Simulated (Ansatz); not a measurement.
## Work function of Rh(111): what the settings cost and change

Aim: the work function of Rh(111) across levels of theory at one geometry.

Method: plane-wave DFT, PBE, Ansatz PAW, in the first sound run; inputs show where later runs differ, in Ansatz 0.2.0.

Experimental background.

For Rh (clean (111) face, a compiled value), “Anisotropic work function of elemental crystals” (2019, arxiv:1902.07811) quotes earlier work: work function (clean (111) face, a compiled value) 5.46 eV.

### Step 1. The structure

The cell holds 7 atoms: 7 Rh. Its edges and angles: a = 2.687 Å, b = 2.687 Å, c = 31.164 Å, α = 90.0°, β = 90.0°, γ = 60.0°. Vacuum lies along c.

### Step 2. Run, setting PBE, Ansatz PAW (420 eV)

A work function rests on the faint tail of the density, so the SCF threshold is tight. PBE on the default files comes first; the next runs keep the geometry and change functional or files, each at the cutoff that its files recommend; a relaxation and, for heavy metals, spin-orbit coupling close the ladder.

File input.yaml:

```yaml
crystal:
  lattice:
    - [2.6870057685, 0.0, 0.0]
    - [1.3435028843, 2.3270152556, 0.0]
    - [0.0, 0.0, 31.1635861375]
  atoms:
    - { symbol: Rh, position: [0.0, 0.0, 0.2887985985] }
    - { symbol: Rh, position: [0.3333333333, 0.3333333333, 0.3591990657] }
    - { symbol: Rh, position: [0.6666666667, 0.6666666667, 0.4295995328] }
    - { symbol: Rh, position: [0.0, 0.0, 0.5] }
    - { symbol: Rh, position: [0.3333333333, 0.3333333333, 0.5704004672] }
    - { symbol: Rh, position: [0.6666666667, 0.6666666667, 0.6408009343] }
    - { symbol: Rh, position: [0.0, 0.0, 0.7112014015] }
kpoints:
  mp_grid: { grid: [17, 17, 1] }
hamiltonian:
  xc: pbe
scf:
  occupations: { method: fermi_dirac, width: 0.1 }
  convergence: { dr2_threshold: 1.0e-09 }
efield:
  axis: 3
  dipole_correction: true
  ramp_position: 0.97
  ramp_width: 0.06
output:
  write_potential: true
  write_density: true
  volumetric_format: npy
  elf: true
```

Launch:

```bash
> ansatz run input.yaml --threads 4 --pin off --max-ram 6144MiB --backend cpu --events-out ev --progress --plain --runs-dir out
```

Numbers of over 12 decimals in the logs are rounded to 6 here.

Output:

```text
Engine: ansatz 0.2.0, aarch64-unknown-linux-gnu
Pseudopotentials: kind: paw
Pseudopotential: Rh, paw, valence charge 17, recommended cutoff 420 eV (normal), Rh.paw.azcp
Functional definition: PBE
  parameter kappa = 0.804
  parameter beta = 0.066725
  exchange = pbe_x(kappa = kappa, mu = beta*pi^2/3)
  correlation = pbe_c(beta = beta)
Crystal: 7 atoms, lattice volume = 194.857 Å³
Basis set: ecut = 420 eV, 3879 PW (Γ)
Bands: 72, of which v1, the nominal top of the filled ones, is band 60 counted from 1 (59 counted from 0)
Symmetry: 6 space group operations
k-points: 33 of 289 (time reversal used)
Non-local potential: Rh, projectors of the file, l = 0: 3, l = 1: 2, l = 2: 2, l = 3: 1
PAW form: soft (Blöchl's): semilocal exchange-correlation on the pseudo side does not see the compensation charge
PAW one-centre angular grid: Rh, 590 points (default); XC on 64 Gauss nodes
Initial density: superposition of atomic densities (neutral atoms: chi_scale 0, normalization atom), corrected by the library's trained network
Initial wavefunctions: pseudopotential atomic-orbital guess
Functional: x = pbe(κ = 0.804, μ = 0.219515), c = pbe(β = 0.066725)
SCF iter   1: F=—  HF=-44818.771331 eV  |F-HF|=—  |Δ(HF+E_count)|=         —  Δρ=4.78e-3  dr2=1.65e-1  ethr=1.77e-3  p=0.000 e·Å  D=1.13e-13 V/Å  ΔV_dip=-0.00 eV  dr2_dipole=2.55e-6  V_vac-E_F(+/−)=5.01/5.01 eV  ⟨swp⟩=8.1  Hψ=10970  notcnv=0  defer=17
efield: sawtooth ramp at fractional position 0.9700 (set: `efield.ramp_position`, or a place that a band, a saddle search or an elastic batch's reference lends), width 0.0600; the density the first Hamiltonian is built on has a dipole p = 0.000 e·Å; the dipole correction subtracts the counter field D = 1.13e-13 V/Å, which shifts the + side's vacuum level by -0.00 eV against the − side's; the planar-averaged density in the ramp window peaks in size at 5.8e-6 e/Å³
preconditioner: auto → LDOS  [metal: Δε(μ)=0.035 eV  Ē_g=5.977 eV  σ=0.100 eV  W_gap=0.09  n_scr=24 (ndim 8)  ℏωp=21.1 eV  f_vac=0.472  D(μ)=10.30/eV (n_scr^D=120)  β→1.0]
SCF iter   2: F=—  HF=-44818.769988 eV  |F-HF|=—  |Δ(HF+E_count)|=   1.34e-3  Δρ=2.06e-3  dr2=4.63e-3  ethr=1.38e-4  p=-0.000 e·Å  D=-6.95e-7 V/Å  ΔV_dip=0.00 eV  dr2_dipole=3.06e-6  V_vac-E_F(+/−)=5.16/5.16 eV  ⟨swp⟩=1.8  Hψ=2979  notcnv=0  defer=35
SCF iter   3: F=—  HF=-44818.768810 eV  |F-HF|=—  |Δ(HF+E_count)|=   1.18e-3  Δρ=1.06e-3  dr2=4.16e-3  ethr=3.89e-6  p=-0.000 e·Å  D=-8.44e-7 V/Å  ΔV_dip=0.00 eV  dr2_dipole=2.78e-8  V_vac-E_F(+/−)=5.17/5.17 eV  ⟨swp⟩=3.0  Hψ=5216  notcnv=0  defer=35
SCF iter   4: F=—  HF=-44818.768332 eV  |F-HF|=—  |Δ(HF+E_count)|=   4.78e-4  Δρ=2.50e-4  dr2=4.03e-4  ethr=3.50e-6  p=0.000 e·Å  D=2.71e-7 V/Å  ΔV_dip=-0.00 eV  dr2_dipole=6.07e-8  V_vac-E_F(+/−)=5.17/5.17 eV  ⟨swp⟩=2.0  Hψ=3176  notcnv=0  defer=35
SCF iter   5: F=—  HF=-44818.768343 eV  |F-HF|=—  |Δ(HF+E_count)|=   1.11e-5  Δρ=1.41e-4  dr2=8.18e-5  ethr=3.39e-7  p=0.000 e·Å  D=2.98e-7 V/Å  ΔV_dip=-0.00 eV  dr2_dipole=3.64e-10  V_vac-E_F(+/−)=5.17/5.17 eV  ⟨swp⟩=2.1  Hψ=3337  notcnv=0  defer=35
SCF iter   6: F=—  HF=-44818.768321 eV  |F-HF|=—  |Δ(HF+E_count)|=   2.22e-5  Δρ=2.57e-5  dr2=1.58e-6  ethr=6.87e-8  p=0.000 e·Å  D=2.66e-7 V/Å  ΔV_dip=-0.00 eV  dr2_dipole=4.87e-9  V_vac-E_F(+/−)=5.17/5.17 eV  ⟨swp⟩=2.6  Hψ=3759  notcnv=0  defer=35
SCF iter   7: F=—  HF=-44818.768777 eV  |F-HF|=—  |Δ(HF+E_count)|=   4.57e-4  Δρ=1.21e-5  dr2=1.33e-7  ethr=1.33e-9  p=0.000 e·Å  D=9.04e-8 V/Å  ΔV_dip=-0.00 eV  dr2_dipole=1.54e-9  V_vac-E_F(+/−)=5.17/5.17 eV  ⟨swp⟩=2.7  Hψ=4324  notcnv=0  defer=35
SCF iter   8: F=—  HF=-44818.768778 eV  |F-HF|=—  |Δ(HF+E_count)|=   4.20e-7  Δρ=2.30e-6  dr2=6.37e-9  ethr=1.12e-10  p=0.000 e·Å  D=7.86e-9 V/Å  ΔV_dip=-0.00 eV  dr2_dipole=3.52e-11  V_vac-E_F(+/−)=5.17/5.17 eV  ⟨swp⟩=2.5  Hψ=3832  notcnv=0  defer=35
SCF iter   9: F=—  HF=-44818.768778 eV  |F-HF|=—  |Δ(HF+E_count)|=   1.70e-8  Δρ=5.26e-7  dr2=1.09e-9  ethr=1.00e-12  p=-0.000 e·Å  D=-4.34e-9 V/Å  ΔV_dip=0.00 eV  dr2_dipole=3.83e-13  V_vac-E_F(+/−)=5.17/5.17 eV  ⟨swp⟩=10.5  Hψ=7706  notcnv=0
SCF iter  10: F=-44818.768778 eV  HF=-44818.768778 eV  |F-HF|=7.28e-12  |Δ(HF+E_count)|=  1.53e-10  Δρ=2.25e-7  dr2=1.42e-10  ethr=1.00e-12  p=0.000 e·Å  D=3.87e-10 V/Å  ΔV_dip=-0.00 eV  dr2_dipole=6.43e-13  V_vac-E_F(+/−)=5.17/5.17 eV  ⟨swp⟩=2.6  Hψ=4667  notcnv=0
SCF 1 converged in 10 iterations: F = -44818.768778 eV  dr2 = 1.42e-10
  greatest PAW one-centre occupation: 1.000 electrons in one spin orbital (limit 2), on the Rh atom at site 3 (counted from 0), in its partial waves of l = 0
WARN: The output density's exchange-correlation potential varies sharply where the density is thin. Do not read a vacuum level from v_tot or v_xc, or from such a field of the output density. On a cell that repeats whose density bears no net charge and no dipole along the vacuum's axis use v_es (v_loc + v_h of the components); under efield.dipole_correction with no amplitude use v_es + v_field, which holds any externa [...]
SCF converged after 10 iterations
Free energy (F): -44818.768778 eV
Harris-Foulkes:  -44818.768778 eV  (|F-HF|=7.28e-12)
Internal energy: -44818.424146 eV  (E = F + TS)
E sigma→0 (E₀):  -44818.596462 eV
Entropy (-TS):   -0.344632 eV (-49.233 meV/atom)
Fermi energy:    8.452700 eV
Dipole field:    D = 0.000001 V/Å  (p = 0.000001 e·Å, saw-weighted, corrected)
Work function:   Φ+ = 5.1654 eV   Φ− = 5.1655 eV
Levels:          The Fermi level and band energies are counted from a zero that moves with the ramp; work functions are not
--- Per-component energies (eV) ---
  E_band       = -2237.234896
  E_kinetic    = 4011.066676
  E_local      = -288510.452500  (includes V_loc(G=0)·N_el)
  E_nonlocal   = 2485.067858
  E_hartree    = 141811.596355
  E_xc         = -1551.133716
  E_vxc        = -1946.947327  (∫ρ·V_xc dr)
  E_paw        = -25109.349250  (= ΣΔE_a)
  E_vpaw       = -1899.165433  (= ΣTr[D̂ρ^β])
  E_aug_tail   = 0.005937  (compensation charges beyond the density's cutoff)
  E_efield     = 0.000000  (sawtooth field / dipole correction)
  E_vefield    = 0.000000  (∫n·V_field dr)
  E_ewald      = 122044.774495
  E_smearing   = -0.344632  (= −TS)
  E_closure    = 0.000000  (closes the sum)
  Σ components = -44818.768778   (vs F -44818.768778, Δ=0.00e0)
--- Band table (eV; the first three rows and the last of 33) ---
  k-point 0: bands = [... 56 lower, 7.4195, 7.4195, 7.5764, 7.5764, 7.7592, 7.9118, 7.9118, 8.3806, ... 8 higher]
  k-point 1: bands = [... 56 lower, 7.2899, 7.4453, 7.4602, 7.6144, 7.6589, 7.9225, 8.0143, 8.1900, ... 8 higher]
  k-point 2: bands = [... 56 lower, 7.0396, 7.2996, 7.3833, 7.4323, 7.6151, 7.6609, 7.9458, 8.0160, ... 8 higher]
  k-point 32: bands = [... 56 lower, 8.3045, 8.4558, 8.5116, 8.6745, 8.7520, 8.8463, 8.8924, 14.7235, ... 8 higher]
```

Run time: 42 s. Hardware: 4 threads of Arm Neoverse N1, shared host; peak memory 0.82 GiB.

The column dr2 measures how far the density is from self-consistency, as an energy; F and HF (Harris–Foulkes) agree once it is small.

Numbers from this step:

| Property | Result |
| --- | --- |
| energy at zero smearing | -44818.5965 eV |
| work function, upper face | 5.165 eV |

Running mean over 2.194 Å of the planar mean; the ramp of the sawtooth is left out. Electron's electrostatic potential energy less the Fermi level against z:

z (Å), electron's electrostatic potential energy less the Fermi level (eV) and a bar from the least value:
```
      3.5        5.2 ##############################
      4.0        5.2 ##############################
      4.5        5.2 ##############################
      5.0        5.2 ##############################
      5.5        5.1 ##############################
      6.0        5.1 ##############################
      6.5        4.9 ##############################
      7.0        4.1 ############################
      7.5        1.0 #######################
      8.0       -5.6 #############
      8.5      -11.0 ####
      9.0      -12.7 #
      9.5      -12.9 
     10.0      -13.0 
     10.5      -13.1 
     11.0      -13.2 
     11.5      -13.2 
     12.0      -13.2 
     12.5      -13.2 
     13.0      -13.2 
     13.5      -13.2 
     14.0      -13.2 
     14.5      -13.2 
     15.0      -13.2 
     15.5      -13.2 
     16.0      -13.2 
     16.5      -13.2 
     17.0      -13.2 
     17.5      -13.2 
     18.0      -13.2 
     18.5      -13.2 
     19.0      -13.2 
     19.5      -13.3 
     20.0      -13.2 
     20.5      -13.2 
     21.0      -13.1 
     21.5      -13.0 
     22.0      -12.8 #
     22.5      -11.9 ##
     23.0       -7.7 #########
     23.5       -0.9 ####################
     24.0        3.5 ###########################
     24.5        4.8 #############################
     25.0        5.1 ##############################
     25.5        5.1 ##############################
     26.0        5.2 ##############################
     26.5        5.2 ##############################
     27.0        5.2 ##############################
     27.5        5.2 ##############################
```

ELF in the ca plane at fractional y = 0.000, with atoms of Rh within 0.2 Å of it. It is the smooth field of the valence electrons, not physical close to the nuclei.

Ten even steps from '0' (0.00) to '9' (0.77), each cell a mean:
```
33222233334899733333222233334799841100000000
33222232233677533233222232233577631100000000
44333344333344332344333344323344322110000000
65333355323333332455333355423333332110000000
54333355323233232354333345323233332110000000
33222233233466433233222233233466522100000000
22222223333799733332222222333799731100000000
33222233334899833333222233334899941100000000
```
Columns run along c (16.0 Å, from fractional 0.36 to 0.87 of the cell), rows up along a (2.7 Å). Atoms in or near the plane, at fractional coordinates: Rh at (0.50, 0.00), Rh at (0.71, 0.00).

Valence density in the ca plane at fractional y = 0.000, with atoms of Rh within 0.2 Å of it. It is the smooth field of the valence electrons, not physical close to the nuclei.

Ten steps, logarithmic in the rise over the least value, from '0' (0 e/Å³) to '9' (13 e/Å³), each cell a mean:
```
22211222224899742222211222224799841000000000
33222233223677532333222233223677631000000000
44322344322344322344322344322344321000000000
55433455422222222455433455422222210000000000
55323455322333222455423455422233211000000000
43322343323566432344322344323566521000000000
22222222224788742222222222224788741000000000
22211222225899842222211222225899842000000000
```
Columns run along c (16.0 Å, from fractional 0.36 to 0.87 of the cell), rows up along a (2.7 Å). Atoms in or near the plane, at fractional coordinates: Rh at (0.50, 0.00), Rh at (0.71, 0.00).

Electrostatic potential energy in the ca plane at fractional y = 0.000, with atoms of Rh within 0.2 Å of it. With pseudopotentials it is smooth inside the atoms' cores, unlike the true potential.

Ten even steps from '0' (-72 eV) to '9' (14 eV), each cell a mean:
```
99999999997200279999999999997200279999999999
88999988998523689988999988998632589999999999
77899877899877899877899877899877899999999999
56898756899999999755799755799999999999999999
66899766899988999866899866899988999999999999
88999888898645799888899888899755799999999999
99999999997300489999999999998400389999999999
99999999996100279999999999997200179999999999
```
Columns run along c (16.0 Å, from fractional 0.36 to 0.87 of the cell; values clipped at the 3rd and 97th percentile), rows up along a (2.7 Å). Atoms in or near the plane, at fractional coordinates: Rh at (0.50, 0.00), Rh at (0.71, 0.00).

The work function is 5.165 eV.

### Step 3. Slab

This step: plane-wave DFT, LDA, Ansatz PAW (Ansatz 0.2.0).

Edit input.yaml of step 2 so:

```diff
@@ -16,3 +16,3 @@
 hamiltonian:
-  xc: pbe
+  xc: lda
 scf:
@@ -29,2 +29 @@
   volumetric_format: npy
-  elf: true
```

Output:

```text
[...]
Crystal: 7 atoms, lattice volume = 194.857 Å³
Basis set: ecut = 420 eV, 3879 PW (Γ)
Bands: 72, of which v1, the nominal top of the filled ones, is band 60 counted from 1 (59 counted from 0)
Symmetry: 6 space group operations
k-points: 33 of 289 (time reversal used)
[...]
k-point 0: bands = [... 56 lower, 7.0659, 7.0659, 7.2194, 7.2194, 7.3524, 7.5561, 7.5561, 8.0281, ... 8 higher]
  k-point 1: bands = [... 56 lower, 6.9131, 7.0890, 7.1050, 7.2593, 7.3004, 7.5675, 7.6534, 7.8205, ... 8 higher]
  k-point 2: bands = [... 56 lower, 6.6789, 6.9362, 7.0253, 7.0682, 7.2493, 7.3067, 7.5923, 7.6464, ... 8 higher]
  k-point 32: bands = [... 56 lower, 7.9376, 8.0913, 8.1470, 8.3111, 8.3919, 8.4836, 8.5314, 14.3131, ... 8 higher]
[key lines of the parts left out:]
SCF converged after 10 iterations
Free energy (F): -43948.476451 eV
Fermi energy:    8.092892 eV
Dipole field:    D = 0.000001 V/Å  (p = 0.000001 e·Å, saw-weighted, corrected)
Work function:   Φ+ = 5.5595 eV   Φ− = 5.5595 eV
```

Run time: 44 s. Hardware: 4 threads; peak memory 0.82 GiB; 2.1 min of CPU time.

The work function is 5.559 eV, +0.394 eV from the run “PBE, Ansatz PAW (420 eV)”, at 1.00 times its CPU time.

### Step 4. Run

This step: plane-wave DFT, PBEsol, Ansatz PAW (Ansatz 0.2.0).

Edit input.yaml of step 3 so:

```diff
@@ -16,3 +16,3 @@
 hamiltonian:
-  xc: lda
+  xc: pbesol
 scf:
```

Output:

```text
[...]
Crystal: 7 atoms, lattice volume = 194.857 Å³
Basis set: ecut = 420 eV, 3879 PW (Γ)
Bands: 72, of which v1, the nominal top of the filled ones, is band 60 counted from 1 (59 counted from 0)
Symmetry: 6 space group operations
k-points: 33 of 289 (time reversal used)
[...]
k-point 0: bands = [... 56 lower, 7.2821, 7.2821, 7.4362, 7.4362, 7.5640, 7.7717, 7.7717, 8.2423, ... 8 higher]
  k-point 1: bands = [... 56 lower, 7.1275, 7.3056, 7.3216, 7.4756, 7.5164, 7.7830, 7.8649, 8.0347, ... 8 higher]
  k-point 2: bands = [... 56 lower, 6.8963, 7.1502, 7.2424, 7.2828, 7.4662, 7.5228, 7.8075, 7.8680, ... 8 higher]
  k-point 32: bands = [... 56 lower, 8.1580, 8.3108, 8.3667, 8.5305, 8.6102, 8.7029, 8.7501, 14.5274, ... 8 higher]
[key lines of the parts left out:]
SCF converged after 10 iterations
Free energy (F): -44369.424373 eV
Fermi energy:    8.309410 eV
Dipole field:    D = -0.000000 V/Å  (p = -0.000000 e·Å, saw-weighted, corrected)
Work function:   Φ+ = 5.3029 eV   Φ− = 5.3029 eV
```

Wall time 42 s (4 threads); peak memory 0.83 GiB.

The work function is 5.303 eV, +0.137 eV from the run “PBE, Ansatz PAW (420 eV)”, at 0.99 times its CPU time.

### Step 5. Slab

This step: plane-wave DFT, RPBE, Ansatz PAW (Ansatz 0.2.0).

Edit input.yaml of step 4 so:

```diff
@@ -16,3 +16,3 @@
 hamiltonian:
-  xc: pbesol
+  xc: rpbe
 scf:
```

Output:

```text
[...]
Crystal: 7 atoms, lattice volume = 194.857 Å³
Basis set: ecut = 420 eV, 3879 PW (Γ)
Bands: 72, of which v1, the nominal top of the filled ones, is band 60 counted from 1 (59 counted from 0)
Symmetry: 6 space group operations
k-points: 33 of 289 (time reversal used)
[...]
k-point 0: bands = [... 56 lower, 7.5515, 7.5515, 7.7086, 7.7086, 7.9171, 8.0430, 8.0430, 8.5102, ... 8 higher]
  k-point 1: bands = [... 56 lower, 7.4336, 7.5780, 7.5922, 7.7462, 7.7917, 8.0535, 8.1486, 8.3301, ... 8 higher]
  k-point 2: bands = [... 56 lower, 7.1734, 7.4348, 7.5159, 7.5698, 7.7537, 7.7923, 8.0764, 8.1558, ... 8 higher]
  k-point 32: bands = [... 56 lower, 8.4381, 8.5889, 8.6445, 8.8069, 8.8837, 8.9785, 9.0241, 14.8758, ... 8 higher]
[key lines of the parts left out:]
SCF converged after 10 iterations
Free energy (F): -44871.277257 eV
Fermi energy:    8.585495 eV
Dipole field:    D = 0.000003 V/Å  (p = 0.000003 e·Å, saw-weighted, corrected)
Work function:   Φ+ = 4.9859 eV   Φ− = 4.9860 eV
```

Elapsed: 43 s, on 4 threads; peak memory 0.82 GiB; 2.2 min of CPU time.

The work function is 4.986 eV, -0.179 eV from the run “PBE, Ansatz PAW (420 eV)”, at 1.0 times its CPU time.

### Step 6. Slab

This step: plane-wave DFT, r2SCAN, Ansatz PAW (Ansatz 0.2.0).

Edit input.yaml of step 5 so:

```diff
@@ -16,3 +16,3 @@
 hamiltonian:
-  xc: rpbe
+  xc: r2scan
 scf:
```

Output:

```text
[...]
Crystal: 7 atoms, lattice volume = 194.857 Å³
Basis set: ecut = 500 eV, 4877 PW (Γ), exchange–correlation on 80×80×960 points (64 copies of the dense FFT grid, shifted against one another)
Bands: 72, of which v1, the nominal top of the filled ones, is band 60 counted from 1 (59 counted from 0)
Symmetry: 6 space group operations
[...]
k-point 0: bands = [... 56 lower, 7.2475, 7.2475, 7.4215, 7.4215, 7.7498, 7.7742, 7.7742, 8.2632, ... 8 higher]
  k-point 1: bands = [... 56 lower, 7.1966, 7.2824, 7.2928, 7.4568, 7.5127, 7.7835, 7.8975, 8.1130, ... 8 higher]
  k-point 2: bands = [... 56 lower, 6.8670, 7.1480, 7.2197, 7.2968, 7.4950, 7.5026, 7.8036, 7.9197, ... 8 higher]
  k-point 32: bands = [... 56 lower, 8.2290, 8.3843, 8.4380, 8.6082, 8.6765, 8.7881, 8.8286, 14.9896, ... 8 higher]
[key lines of the parts left out:]
SCF converged after 16 iterations
Free energy (F): -44905.288274 eV
Fermi energy:    8.357981 eV
Dipole field:    D = -0.000002 V/Å  (p = -0.000002 e·Å, saw-weighted, corrected)
Work function:   Φ+ = 5.1646 eV   Φ− = 5.1645 eV
```

Wall time 2 min (4 threads); peak memory 1.2 GiB.

The work function is 5.165 eV, -0.001 eV from the run “PBE, Ansatz PAW (420 eV)”, at 2.9 times its CPU time.

### Step 7. Slab

This step: plane-wave DFT, PBE, JTH PAW (Ansatz 0.2.0).

Edit input.yaml of step 6 so:

```diff
@@ -16,3 +16,4 @@
 hamiltonian:
-  xc: r2scan
+  xc: pbe
+  pseudopotentials: { kind: paw, source: jth }
 scf:
```

Output:

```text
[...]
k-point 0: bands = [... 56 lower, 7.6475, 7.6475, 7.8033, 7.8033, 7.9713, 8.1383, 8.1383, 8.6079, ... 8 higher]
  k-point 1: bands = [... 56 lower, 7.5103, 7.6726, 7.6879, 7.8417, 7.8852, 8.1491, 8.2384, 8.4123, ... 8 higher]
  k-point 2: bands = [... 56 lower, 7.2652, 7.5242, 7.6099, 7.6562, 7.8390, 7.8884, 8.1727, 8.2404, ... 8 higher]
  k-point 32: bands = [... 56 lower, 8.5310, 8.6829, 8.7380, 8.9016, 8.9793, 9.0739, 9.1201, 14.9402, ... 8 higher]
[key lines of the parts left out:]
SCF converged after 13 iterations
Free energy (F): -44777.328377 eV
Fermi energy:    8.678906 eV
Dipole field:    D = 0.000000 V/Å  (p = 0.000000 e·Å, saw-weighted, corrected)
Work function:   Φ+ = 5.1672 eV   Φ− = 5.1672 eV
```

It took 7.2 min on 4 threads; peak memory 5.4 GiB.

The work function is 5.167 eV, +0.002 eV from the run “PBE, Ansatz PAW (420 eV)”, at 12 times its CPU time.

(Part 1 of 2 ends here.)

[Logs are printed without paths, hosts, clocks, repeated set-up lines and the standing remarks that a program may print on its own settings, such as how far it seeks lower states.]

[Hosts, paths, dates, database ids (printed as entryN), source tags and the programs' standing remarks are cut or masked in the printed files.]

[Maps of the electrostatic potential energy from Ansatz leave out the sawtooth potential of an applied field or a dipole correction, so their vacuum need not be flat; planar profiles and work functions include it.]
